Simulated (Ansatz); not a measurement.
# C on Mo(110): change of the work function

Aim: the work function of Mo(110) at several coverages of C (longbridge site), and the dipole that each adsorbate carries.

Main program and level: Ansatz 0.2.0; plane-wave DFT, PBE, Ansatz PAW.

The raw output is cut from this account; settings, times and results stay.

## (1) The starting structure

The cell holds 4 atoms: 4 Mo. Cell: a = 2.728 Å, b = 2.728 Å, c = 24.682 Å, α = 90.0°, β = 90.0°, γ = 70.5°. Vacuum lies along c.

## (2) The clean slab

The bare slab comes first, as the zero from which every change is counted. The two lowest layers are held at bulk places and the upper ones relax. The dipole correction removes the false field that a one-sided slab makes across the periodic vacuum, so each face gets a flat vacuum level of its own.

input.yaml reads:

```yaml
crystal:
  lattice:
    - [2.2273863607, -1.575, 0.0]
    - [2.2273863607, 1.575, 0.0]
    - [0.0, 0.0, 24.6821590822]
  atoms:
    - { symbol: Mo, position: [0.0, 0.0, 0.3646358477] }
    - { symbol: Mo, position: [0.5, 0.5, 0.4548786159] }
    - { symbol: Mo, position: [0.0, 0.0, 0.5451213841] }
    - { symbol: Mo, position: [0.5, 0.5, 0.6353641523] }
kpoints:
  mp_grid: { grid: [12, 12, 1] }
hamiltonian:
  xc: pbe
scf:
  occupations: { method: fermi_dirac, width: 0.1 }
  convergence: { dr2_threshold: 1.0e-08 }
efield:
  axis: 3
  dipole_correction: true
  ramp_position: 0.97
  ramp_width: 0.06
relax:
  f_tol: 0.02
  max_steps: 60
  constraints: [{ sites: [0, 1] }]
output:
  write_potential: true
  write_density: true
  volumetric_format: npy
```

Command:

```
$ ansatz run input.yaml --threads 4 --pin off --max-ram 6144MiB --backend cpu --events-out ev --progress --plain --runs-dir out
```

It took 24 s on 4 threads of Arm Neoverse V1, shared host; peak memory 0.58 GiB; 96 s of CPU time.

The steps of the relaxation:

```csv
step,energy less that of the first step (eV),largest force component (eV/Å)
1,0.0000,0.6071
2,0.0156,0.8030
3,-0.0210,0.1718
4,-0.0224,0.0062
```

Relaxation step 2 was tried and not accepted.

Forces are held to the 4 operations that the program found; a distortion that breaks them can't arise in this run.

The atoms that moved most (Å):

```csv
atom,dx,dy,dz,length
Mo4,0.000,0.000,-0.059,0.059
Mo3,0.000,0.000,0.022,0.022
```

The relaxed structure:

```cif
data_structure
_symmetry_space_group_name_H-M 'P 1'
_symmetry_Int_Tables_number 1
_cell_length_a 2.7280
_cell_length_b 2.7280
_cell_length_c 24.6822
_cell_angle_alpha 90.000
_cell_angle_beta 90.000
_cell_angle_gamma 70.529
_cell_volume 173.18
loop_
_atom_site_label
_atom_site_type_symbol
_atom_site_fract_x
_atom_site_fract_y
_atom_site_fract_z
_atom_site_occupancy
Mo1 Mo 0.00000 0.00000 0.36464 1
Mo2 Mo 0.50000 0.50000 0.45488 1
Mo3 Mo 0.00000 0.00000 0.54602 1
Mo4 Mo 0.50000 0.50000 0.63297 1
```

This step gave:

| Property | Result |
| --- | --- |
| energy at zero smearing | -19821.6053 eV |
| work function, upper face | 4.598 eV |
| work function, lower face | 4.696 eV |
| dipole along the normal | 0.003789 e·Å |
| step between the vacuum levels | -0.09771 eV |

Running mean over 2.227 Å of the planar mean; the ramp of the sawtooth is left out. Table of electron's electrostatic potential energy less the Fermi level by z:

```csv
z (Å),electron's electrostatic potential energy less the Fermi level (eV)
4,4.69
5,4.68
6,4.55
7,3.21
8,-5.98
9,-12.4
10,-12.7
11,-12.9
12,-12.7
13,-12.8
14,-13.4
15,-13.3
16,-11.5
17,-1.49
18,3.99
19,4.54
20,4.59
21,4.60
```

The relaxation took 4 steps and lowered the energy by 0.022 eV; the largest force on the free atoms ends at 0.0062 eV/Å.

The work function of the upper face is 4.60 eV.

## (3) Adsorbate added, k-mesh 6×6×1, coverage 0.25 ML

System of this step: Mo16C (C/Mo(110)). The cell holds 17 atoms: 16 Mo and 1 C. Its edges and angles: a = 5.456 Å, b = 5.456 Å, c = 26.299 Å, α = 90.0°, β = 90.0°, γ = 70.5°. Vacuum lies along c.

The clean slab as it ended is repeated in the plane and the adsorbate is set on one face; the cell's size fixes the coverage, and the k-mesh shrinks with it to keep the sampling density about even. Adsorbate and upper layers relax, since the dipole depends on the height.

input.yaml reads:

```yaml
crystal:
  lattice:
    - [4.4547727214, -3.15, 0.0]
    - [4.4547727214, 3.15, 0.0]
    - [0.0, 0.0, 26.2992768845]
  atoms:
    - { symbol: Mo, position: [0.0, 0.0, 0.3422147323] }
    - { symbol: Mo, position: [0.25, 0.25, 0.4269085576] }
    - { symbol: Mo, position: [0.0, 0.0, 0.5124477822] }
    - { symbol: Mo, position: [0.25, 0.25, 0.5940527538] }
    - { symbol: Mo, position: [0.0, 0.5, 0.3422147323] }
    - { symbol: Mo, position: [0.25, 0.75, 0.4269085576] }
    - { symbol: Mo, position: [0.0, 0.5, 0.5124477822] }
    - { symbol: Mo, position: [0.25, 0.75, 0.5940527538] }
    - { symbol: Mo, position: [0.5, 0.0, 0.3422147323] }
    - { symbol: Mo, position: [0.75, 0.25, 0.4269085576] }
    - { symbol: Mo, position: [0.5, 0.0, 0.5124477822] }
    - { symbol: Mo, position: [0.75, 0.25, 0.5940527538] }
    - { symbol: Mo, position: [0.5, 0.5, 0.3422147323] }
    - { symbol: Mo, position: [0.75, 0.75, 0.4269085576] }
    - { symbol: Mo, position: [0.5, 0.5, 0.5124477822] }
    - { symbol: Mo, position: [0.75, 0.75, 0.5940527538] }
    - { symbol: C, position: [0.0, 0.0, 0.6577852677] }
kpoints:
  mp_grid: { grid: [6, 6, 1] }
hamiltonian:
  xc: pbe
scf:
  occupations: { method: fermi_dirac, width: 0.1 }
  convergence: { dr2_threshold: 1.0e-08 }
efield:
  axis: 3
  dipole_correction: true
  ramp_position: 0.97
  ramp_width: 0.06
relax:
  f_tol: 0.02
  max_steps: 60
  constraints: [{ sites: [0, 1, 4, 5, 8, 9, 12, 13] }]
output:
  bader: true
  dos: { projected: true, e_range: [-8, 4] }
  write_potential: true
  write_density: true
  volumetric_format: npy
  elf: true
```

The job ended after 5.6 min (4 threads; peak memory 2.8 GiB; 22 min of CPU time).

Relaxation path:

```csv
step,energy less that of the first step (eV),largest force component (eV/Å)
1,0.0000,4.8544
2,-1.1275,3.3581
3,-1.5824,0.6660
4,-1.6750,0.4584
5,-1.6899,0.2248
6,-1.6934,0.0245
7,-1.6934,0.0159
```

Forces are held to the 4 operations that the program found; a distortion that breaks them can't arise in this run.

The atoms that moved most (Å):

```csv
atom,dx,dy,dz,length
C17,0.000,0.000,-0.567,0.567
Mo4,-0.073,0.000,0.076,0.105
Mo16,0.073,0.000,0.076,0.105
Mo12,0.000,0.077,0.027,0.081
Mo8,0.000,-0.077,0.027,0.081
Mo15,0.000,0.000,-0.067,0.067
Mo7,0.000,0.000,0.033,0.033
Mo11,0.000,0.000,0.033,0.033
```

Final coordinates:

```cif
data_structure
_symmetry_space_group_name_H-M 'P 1'
_symmetry_Int_Tables_number 1
_cell_length_a 5.4560
_cell_length_b 5.4560
_cell_length_c 26.2993
_cell_angle_alpha 90.000
_cell_angle_beta 90.000
_cell_angle_gamma 70.529
_cell_volume 738.09
loop_
_atom_site_label
_atom_site_type_symbol
_atom_site_fract_x
_atom_site_fract_y
_atom_site_fract_z
_atom_site_occupancy
Mo1 Mo 0.00000 0.00000 0.34221 1
Mo2 Mo 0.25000 0.25000 0.42691 1
Mo3 Mo 0.00000 0.00000 0.51134 1
Mo4 Mo 0.24181 0.24181 0.59694 1
Mo5 Mo 0.00000 0.50000 0.34221 1
Mo6 Mo 0.25000 0.75000 0.42691 1
Mo7 Mo 0.00000 0.50000 0.51371 1
Mo8 Mo 0.26216 0.73784 0.59509 1
Mo9 Mo 0.50000 0.00000 0.34221 1
Mo10 Mo 0.75000 0.25000 0.42691 1
Mo11 Mo 0.50000 0.00000 0.51371 1
Mo12 Mo 0.73784 0.26216 0.59509 1
Mo13 Mo 0.50000 0.50000 0.34221 1
Mo14 Mo 0.75000 0.75000 0.42691 1
Mo15 Mo 0.50000 0.50000 0.50990 1
Mo16 Mo 0.75819 0.75819 0.59694 1
C17 C 0.00000 0.00000 0.63622 1
```

Read from the output:

- energy at zero smearing: -79537.2727 eV
- work function, upper face: 5.188 eV
- work function, lower face: 4.626 eV
- dipole along the normal: -0.08720 e·Å
- step between the vacuum levels: 0.5622 eV

Running mean over 2.227 Å of the planar mean; the ramp of the sawtooth is left out. Electron's electrostatic potential energy less the Fermi level against z:

z (Å), electron's electrostatic potential energy less the Fermi level (eV) and a bar from the least value:
```
      3.5        4.6 #############################
      4.0        4.6 #############################
      4.5        4.6 #############################
      5.0        4.6 #############################
      5.5        4.6 #############################
      6.0        4.5 #############################
      6.5        4.2 ############################
      7.0        3.2 ###########################
      7.5       -0.2 #####################
      8.0       -6.0 ############
      8.5      -10.8 ####
      9.0      -12.4 #
      9.5      -12.6 #
     10.0      -12.7 #
     10.5      -12.8 
     11.0      -12.8 
     11.5      -12.8 
     12.0      -12.7 #
     12.5      -12.7 #
     13.0      -12.8 
     13.5      -12.8 
     14.0      -12.9 
     14.5      -13.0 
     15.0      -12.9 
     15.5      -13.1 
     16.0      -12.6 #
     16.5       -9.0 #######
     17.0       -3.0 #################
     17.5        1.7 ########################
     18.0        4.0 ############################
     18.5        4.9 #############################
     19.0        5.1 ##############################
     19.5        5.2 ##############################
     20.0        5.2 ##############################
     20.5        5.2 ##############################
     21.0        5.2 ##############################
     21.5        5.2 ##############################
     22.0        5.2 ##############################
     22.5        5.2 ##############################
     23.0        5.2 ##############################
```

The density of states has structure finer than the step of the table below, so its rows give means over 0.25 eV. Peaks (eV: height): -2.980: 28.0, -2.740: 28.4, -2.650: 30.7, -2.260: 26.8, -2.140: 26.7, -1.830: 26.9, 1.320: 27.8.

Density of states against energy, zero at the Fermi level; means over each step:

energy (eV), density of states (states/eV a cell) and a bar:
```
    -7.00        0.0 
    -6.75        0.0 
    -6.50        0.8 #
    -6.25        0.9 #
    -6.00        1.1 #
    -5.75        1.2 #
    -5.50        1.6 ##
    -5.25        3.1 ####
    -5.00        7.7 #########
    -4.75       16.0 ###################
    -4.50       17.2 ####################
    -4.25       21.4 #########################
    -4.00       19.2 #######################
    -3.75       23.4 ############################
    -3.50       18.8 ######################
    -3.25       21.1 #########################
    -3.00       24.0 ############################
    -2.75       24.7 #############################
    -2.50       18.0 #####################
    -2.25       21.1 #########################
    -2.00       18.3 ######################
    -1.75       23.6 ############################
    -1.50       20.7 #########################
    -1.25       21.1 #########################
    -1.00       16.7 ####################
    -0.75       16.3 ###################
    -0.50       14.4 #################
    -0.25       11.0 #############
     0.00       11.3 #############
     0.25       16.0 ###################
     0.50       19.2 #######################
     0.75       21.1 #########################
     1.00       23.1 ###########################
     1.25       25.3 ##############################
```

Projected DOS per atom over height of the atomic layer and energy from the Fermi level. Layers: Mo4 Mo4 Mo4 Mo4 C from below.

Values in states/eV, 22 rows by 5 columns, each cell a mean:
```
1.44 1.57 1.39 1.45 0.31
1.35 1.27 1.27 1.33 0.22
1.48 0.94 0.90 1.11 0.27
1.00 0.50 0.44 0.74 0.27
1.23 0.55 0.55 0.79 0.57
1.21 0.55 0.72 1.28 0.85
1.72 0.84 0.84 1.41 0.51
1.60 1.13 1.33 1.33 0.40
1.35 1.15 1.19 1.32 0.44
1.52 1.47 1.22 1.14 0.41
1.07 1.73 1.76 1.04 0.67
1.11 1.24 1.23 1.20 0.93
1.18 1.42 1.22 1.15 1.00
0.62 1.53 1.50 0.98 0.81
0.41 1.17 1.24 0.68 0.52
0.10 0.28 0.34 0.22 0.18
0.04 0.12 0.12 0.04 0.02
0.03 0.11 0.10 0.02 0.01
0.02 0.07 0.06 0.01 0.01
0.00 0.00 0.00 0.00 0.00
0.00 0.00 0.00 0.00 0.00
0.00 0.00 0.00 0.00 0.00
```
Columns: height of the atomic layer (Å) from 9 to 16.7 (not evenly spaced); rows upwards: energy from the Fermi level (eV) from -7.96 to 1.45.

Valence density in the ca plane at fractional y = 0.000, with atoms of Mo and C within 0.2 Å of it. It is the smooth field of the valence electrons, not physical close to the nuclei.

Ten steps, logarithmic in the rise over the least value, from '0' (0.0 e/Å³) to '9' (6.5 e/Å³), each cell a mean:
```
79997433333469998533346765310000000000000000
57875433333347886433345654210000000000000000
35554333333334554333344432100000000000000000
33443333433333443333443321100000000000000000
35554333333334554333443221000000000000000000
57885433333346886433333210000000000000000000
79997433333358998543332210000000000000000000
79998433333369999643332210000000000000000000
68986433333357997533333210000000000000000000
46764333333345665433333211000000000000000000
34443333433333443333443321000000000000000000
34443333433334443333444332100000000000000000
46764333333345765333344543210000000000000000
68996433333358997433346665310000000000000000
79998433333469998533356765310000000000000000
```
Columns run along c (16.0 Å, from fractional 0.31 to 0.92 of the cell), rows up along a (5.5 Å). Atoms in or near the plane, at fractional coordinates: Mo at (0.34, 0.00), Mo at (0.51, 0.00), Mo at (0.34, 0.50), Mo at (0.51, 0.50), C at (0.64, 0.00).

ELF in the ca plane at fractional y = 0.000, with atoms of Mo and C within 0.2 Å of it. It is the smooth field of the valence electrons, not physical close to the nuclei.

Ten even steps from '0' (0.00) to '9' (0.80), each cell a mean:
```
78786354345358788333478459974200000000000000
47874354334436884233358999863100000000000000
34433443334533442443336888742000000000000000
44334543334554333554334555421000000000000000
34433443334533443344334432110000000000000000
47874354334425885244334432100000000000000000
78786354445348778434444432100000000000000000
88577355445358658434445442100000000000000000
58885354334337997334334432100000000000000000
35653344334423663344334432100000000000000000
44333543334543333454334443210000000000000000
44333543334543333453334677531000000000000000
35653344334424663343347999853100000000000000
58885354345347887333368789974100000000000000
88577355445368568433477238974200000000000000
```
Columns run along c (16.0 Å, from fractional 0.31 to 0.92 of the cell), rows up along a (5.5 Å). Atoms in or near the plane, at fractional coordinates: Mo at (0.34, 0.00), Mo at (0.51, 0.00), Mo at (0.34, 0.50), Mo at (0.51, 0.50), C at (0.64, 0.00).

Electrostatic potential energy in the ca plane at fractional y = 0.000, with atoms of Mo and C within 0.2 Å of it. With pseudopotentials it is smooth inside the atoms' cores, unlike the true potential.

Ten even steps from '0' (-70 eV) to '9' (9 eV), each cell a mean:
```
51004899999862003799985126999999999999999999
74346899999975336899998779999999999999999999
88778999899998778999889999999999999999999999
98889999889999889999889999999999999999999999
87778999899998778999889999999999999999999999
74246899999985335899999999999999999999999999
41004899999962002689999999999999999999999999
40003899999861001689999999999999999999999999
62025899999974113799999999999999999999999999
86568999999987557899989999999999999999999999
98889999889998888999889999999999999999999999
98889999889998888999889999999999999999999999
86568999999986557899998889999999999999999999
52025899999873114799997448999999999999999999
40003899999851002799984005999999999999999999
```
Columns run along c (16.0 Å, from fractional 0.31 to 0.92 of the cell; values clipped at the 3rd and 97th percentile), rows up along a (5.5 Å). Atoms in or near the plane, at fractional coordinates: Mo at (0.34, 0.00), Mo at (0.51, 0.00), Mo at (0.34, 0.50), Mo at (0.51, 0.50), C at (0.64, 0.00).

The relaxation took 7 steps and lowered the energy by 1.7 eV; the largest force on the free atoms ends at 0.016 eV/Å.

By hand: a sheet of dipoles makes a step −p/(ε₀A) in the electron's potential. With e/ε₀ = 180.95 V·Å, p = -0.08720 e·Å and A = 28.07 Å², that is −180.95 × (-0.08720) / 28.07 = +0.562 eV, and the two vacuum levels of the run differ by +0.562 eV.

The covered face has 5.19 eV, +0.59 eV against the clean one; the bare back face has moved by -0.07 eV, a measure of how thin the slab is.

## (4) The covered slab, k-mesh 6×6×1, coverage 0.5 ML

System of this step: Mo8C (C/Mo(110)). The cell holds 18 atoms: 16 Mo and 2 C. Its edges and angles: a = 5.456 Å, b = 5.456 Å, c = 26.299 Å, α = 90.0°, β = 90.0°, γ = 70.5°. Vacuum lies along c.

Another coverage, to see how the dipoles act on each other as their distance changes.

Edit input.yaml of step 3 so:

```diff
@@ -23,2 +23,3 @@
     - { symbol: C, position: [0.0, 0.0, 0.6577852677] }
+    - { symbol: C, position: [0.5, 0.5, 0.6577852677] }
 kpoints:
@@ -45,2 +46 @@
   volumetric_format: npy
-  elf: true
```

Elapsed: 5.7 min, on 4 threads; peak memory 2.9 GiB.

Step by step:

```csv
step,energy less that of the first step (eV),largest force component (eV/Å)
1,0.0000,4.3060
2,-2.3516,2.7171
3,-3.0971,0.4795
4,-3.1583,0.2774
5,-3.1802,0.1170
6,-3.1819,0.0424
7,-3.1822,0.0094
```

The run keeps the 8 symmetry operations that the program found, so distortions that break them were not tested.

The atoms that moved most (Å):

```csv
atom,dx,dy,dz,length
C18,0.000,0.000,-0.508,0.508
C17,0.000,0.000,-0.508,0.508
Mo4,0.000,0.000,0.176,0.176
Mo16,0.000,0.000,0.176,0.176
Mo15,0.000,0.000,-0.089,0.089
Mo3,0.000,0.000,-0.089,0.089
Mo7,0.000,0.000,0.063,0.063
Mo11,0.000,0.000,0.063,0.063
```

Final coordinates:

```xyz
18
Lattice="4.4548 -3.1500 0.0000 4.4548 3.1500 0.0000 0.0000 0.0000 26.2993" Properties=species:S:1:pos:R:3
Mo    0.0000    0.0000    9.0000
Mo    2.2274    0.0000   11.2274
Mo    0.0000    0.0000   13.3884
Mo    2.2274    0.0000   15.7988
Mo    2.2274    1.5750    9.0000
Mo    4.4548    1.5750   11.2274
Mo    2.2274    1.5750   13.5398
Mo    4.4548    1.5750   15.6363
Mo    2.2274   -1.5750    9.0000
Mo    4.4548   -1.5750   11.2274
Mo    2.2274   -1.5750   13.5398
Mo    4.4548   -1.5750   15.6363
Mo    4.4548    0.0000    9.0000
Mo    6.6822    0.0000   11.2274
Mo    4.4548    0.0000   13.3884
Mo    6.6822    0.0000   15.7988
C     0.0000    0.0000   16.7914
C     4.4548    0.0000   16.7914
```

This step gave:

- energy at zero smearing: -79786.8190 eV
- work function, upper face: 5.629 eV
- work function, lower face: 4.605 eV
- dipole along the normal: -0.1587 e·Å
- step between the vacuum levels: 1.024 eV

The density of states has structure finer than the step of the table below, so its rows give means over 0.2 eV. Peaks (eV: height): -3.76: 28.7, -3.58: 32.0, -3.16: 27.5, -3.01: 27.7, -2.80: 34.9, -2.62: 33.4, -2.14: 26.0.

Density of states against energy, zero at the Fermi level; means over each step:

```csv
energy (eV),density of states (states/eV a cell)
-6.8,0
-6.6,0.158
-6.4,0.965
-6.2,0.937
-6.0,1.07
-5.8,1.17
-5.6,1.73
-5.4,3.57
-5.2,4.94
-5.0,7.38
-4.8,17.2
-4.6,17.3
-4.4,19.9
-4.2,19.9
-4.0,21.3
-3.8,23.2
-3.6,24.9
-3.4,16.8
-3.2,23.9
-3.0,23.3
-2.8,27.5
-2.6,21.7
-2.4,18.0
-2.2,19.9
-2.0,21.4
-1.8,20.6
-1.6,22.6
-1.4,19.0
-1.2,17.8
-1.0,18.2
-0.8,14.2
-0.6,14.8
-0.4,15.2
-0.2,10.7
0.0,12.6
0.2,18.0
0.4,17.5
0.6,18.9
0.8,19.8
1.0,23.1
1.2,22.7
1.4,22.3
```

Projected DOS per atom over height of the atomic layer and energy from the Fermi level. Layers: Mo4 Mo4 Mo4 Mo4 C2 from below.

Ten even steps from '0' (0.00 states/eV) to '9' (1.72 states/eV), each cell a mean:
```
88761
77761
75562
62342
73344
73353
94552
96852
76752
99762
69963
66675
68675
38853
26653
01221
00000
00000
00000
00000
00000
00000
```
Columns: height of the atomic layer (Å) from 9 to 16.8 (not evenly spaced); rows upwards: energy from the Fermi level (eV) from -7.96 to 1.45.

The relaxation took 7 steps and lowered the energy by 3.2 eV; the largest force on the free atoms ends at 0.0094 eV/Å.

The covered face has 5.63 eV, +1.03 eV against the clean one; the bare back face has moved by -0.09 eV, a measure of how thin the slab is.

(Part 1 of 2 ends here.)

[Long decimals in the printed logs are rounded to 6 places.]

[Logs are printed without paths, hosts, clocks, repeated set-up lines and the standing remarks that a program may print on its own settings, such as how far it seeks lower states.]

[Hosts, paths, dates, database ids (printed as entryN), source tags and the programs' standing remarks are cut or masked in the printed files.]

[Maps of the electrostatic potential energy from Ansatz leave out the sawtooth potential of an applied field or a dipole correction, so their vacuum need not be flat; planar profiles and work functions include it.]

[The density of states shown here was stored with 400 of the rows of the run's finer table, so its peaks can read low, often by over a quarter, or be missed, and its means over a window can be off by a tenth or more.]
